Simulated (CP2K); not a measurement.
Consider 2-chloropyridine at its PBE geometry (Å).

```xyz
11

Cl    3.0489   -0.7382   -0.0720
C     1.3236   -0.4283   -0.0355
C     0.8872    0.9016    0.0263
C    -0.4885    1.1203    0.0539
C    -1.3545    0.0227    0.0183
C    -0.7987   -1.2552   -0.0432
N     0.5287   -1.4909   -0.0694
H     1.6017    1.7214    0.0531
H    -0.8787    2.1369    0.1030
H    -2.4354    0.1523    0.0377
H    -1.4343   -2.1427   -0.0722
```

Method: CP2K XAS_TDP, all-electron GAPW, PBEh(45%), aug-pc-1, TDA, no relativity.

**Question.** Where do the C K-edge lines lie, and how strong are they?

Leading lines: C2 282.85 eV, C3 281.22 eV, C4 280.95 eV, C5 281.21 eV and C6 281.45 eV. The leading line of an atom is its first one with 35 % of the strongest within 2.5 eV of its lowest line over the strength cut. 

The first six lines of each atom with a strength over 0.0015:

| atom | energy (eV) | states | strength, one atom |
| --- | --- | --- | --- |
| C2 (bonded to C, Cl and N) | 282.85 | 1 | 0.0624 |
|  | 284.77 | 1 | 0.0562 |
|  | 289.27 | 1 | 0.0015 |
|  | 289.56 | 2 | 0.0077 |
|  | 290.50 | 1 | 0.0031 |
|  | 290.79 | 2 | 0.0032 |
| C3 (bonded to 2 C and H) | 281.22 | 1 | 0.0516 |
|  | 284.35 | 1 | 0.0138 |
|  | 285.29 | 1 | 0.0032 |
|  | 285.53 | 1 | 0.0023 |
|  | 286.02 | 1 | 0.0037 |
|  | 287.09 | 1 | 0.0043 |
| C4 (bonded to 2 C and H) | 280.95 | 1 | 0.0579 |
|  | 284.53 | 1 | 0.0121 |
|  | 285.90 | 1 | 0.0027 |
|  | 286.17 | 1 | 0.0036 |
|  | 286.65 | 1 | 0.0029 |
|  | 286.99 | 1 | 0.0020 |
| C5 (bonded to 2 C and H) | 281.21 | 1 | 0.0530 |
|  | 284.19 | 1 | 0.0117 |
|  | 285.32 | 1 | 0.0015 |
|  | 285.54 | 1 | 0.0022 |
|  | 285.77 | 1 | 0.0034 |
|  | 286.18 | 1 | 0.0017 |
| C6 (bonded to C, N and H) | 281.45 | 1 | 0.0595 |
|  | 285.23 | 1 | 0.0113 |
|  | 286.16 | 1 | 0.0034 |
|  | 286.63 | 1 | 0.0016 |
|  | 286.70 | 1 | 0.0031 |
|  | 287.03 | 1 | 0.0073 |

Lines are vertical, at one geometry, with no vibrational structure. Without a correction of the core level, line positions, and the gaps between valence and Rydberg lines, follow the share of exact exchange. At this level such K lines come out 3 to 6 eV under measured ones. These values hold no scalar relativity, about 0.1 eV for C 1s. Rydberg lines, and the discretised continuum above threshold, depend on the basis and the box.

[Banner, clock and machine lines of the logs are left out without a mark of their own.]

[Logs are printed without paths, hosts, clocks, repeated set-up lines and the standing remarks that a program may print on its own settings, such as how far it seeks lower states.]

[Hosts, paths, dates, database ids (printed as entryN), source tags and the programs' standing remarks are cut or masked in the printed files.]
